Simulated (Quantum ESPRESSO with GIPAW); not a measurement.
# 15N shielding of Si3N4 under strain

GIPAW runs (PBEsol, plane-wave PAW from pslibrary 1.0.0 recipes, cutoffs 55 and 340 Ry, one 5×5×5 mesh for all shielding runs; Quantum ESPRESSO with GIPAW, a patched development version; no spin-orbit coupling, no macroscopic shape term) on Si3N4, space group Fd-3m before straining. The cell below is strained along the z axis of the cell given, with the other two held, and the atoms are relaxed in pw.x at each strain, zero included.

```
CELL_PARAMETERS angstrom
0.00000 3.83825 3.83825
3.83825 0.00000 3.83825
3.83825 3.83825 0.00000
ATOMIC_POSITIONS crystal
Si 0.75000 0.75000 0.75000
Si 0.50000 0.50000 0.50000
Si 0.12500 0.62500 0.12500
Si 0.12500 0.12500 0.62500
Si 0.62500 0.12500 0.12500
Si 0.12500 0.12500 0.12500
N 0.36771 0.36771 0.89688
N 0.88229 0.35312 0.88229
N 0.36771 0.36771 0.36771
N 0.35312 0.88229 0.88229
N 0.36771 0.89688 0.36771
N 0.88229 0.88229 0.35312
N 0.89688 0.36771 0.36771
N 0.88229 0.88229 0.88229
```

The cell is an entry of the Crystallography Open Database; it need not be the form that is stable at ambient conditions.

The bonds are those of N (atom 7; bound to Si4). One row is withheld.

```
strain (%)  mean bond (Å)  σ_iso Si(1) (ppm)  σ_iso Si(2) (ppm)  σ_iso N (ppm)  span N (ppm)
        -2         1.8264             382.03             565.69         111.32          18.3
      -1.5         1.8294             381.85             565.05         110.09          17.5
        -1         1.8324             381.64             564.40         108.81          16.8
         0         1.8384             381.15             563.00         106.11          15.8
      +0.5         1.8414                  ?                  ?              ?             ?
        +1         1.8444             380.55             561.46         103.22          17.4
        +2         1.8505             379.86             559.75         100.18          19.7
```

**Task.** Fit σ_iso of N against strain, judge whether a straight line is enough, and predict the withheld row at +0.5 %.

1. With n = 6: Σx = -1.500, Σy = 639.73, Σx² = 12.2500, Σxy = -193.005.

2. Slope b = (nΣxy − ΣxΣy)/(nΣx² − (Σx)²) = -2.79 ppm per %, intercept a = (Σy − bΣx)/n = 105.93 ppm.

3. Residuals (run less line), in the order of the table: -0.18, -0.01, +0.10, +0.18, +0.08, -0.18 ppm. They bend in one sense; the largest is 1.7 % of the range of σ, so a line serves for most purposes and a parabola takes up the rest: σ = 106.11 − 2.787 x − 0.089 x², with residuals of 0.01 ppm or less.

4. At +0.5 % (inside the fitted range) the line gives 104.53 ppm and the parabola 104.69 ppm.

5. The run gives:

```
strain (%)  mean bond (Å)  σ_iso Si(1) (ppm)  σ_iso Si(2) (ppm)  σ_iso N (ppm)  span N (ppm)
      +0.5         1.8414             380.86             562.25         104.68          16.5
```

Prediction less run: the line misses by -0.15 ppm, the parabola by +0.01 ppm. By the parabola, a strain of +1 % changes σ of N by -2.88 ppm and one of −1 % by +2.70 ppm; the mean slope is -2.79 ppm per %, or 4.6 ppm for 0.01 Å of mean bond length. The shift moves the opposite way, scaled by the slope of a reference line. Over the table σ of Si(1) goes from 382.03 to 379.86 ppm. Over the table σ of Si(2) goes from 565.69 to 559.75 ppm. Zero strain is the database's lattice with relaxed atoms, not this functional's rest cell, and neither cutoff nor mesh was tested for the slopes. The omitted shape term, common to all sites, changes with strain too. This build of gipaw.x prints that it is not audited and that its numbers are no references by themselves. The relaxations ran on cheaper settings and stop at small residual forces, which adds noise that small residuals can't be told from.

[Banner, clock, file and message-heading lines were taken out of the pw.x and gipaw.x logs.]

[Logs are printed without paths, hosts, clocks, repeated set-up lines and the standing remarks that a program may print on its own settings, such as how far it seeks lower states.]

[Hosts, paths, dates, database ids (printed as entryN), source tags and the programs' standing remarks are cut or masked in the printed files.]
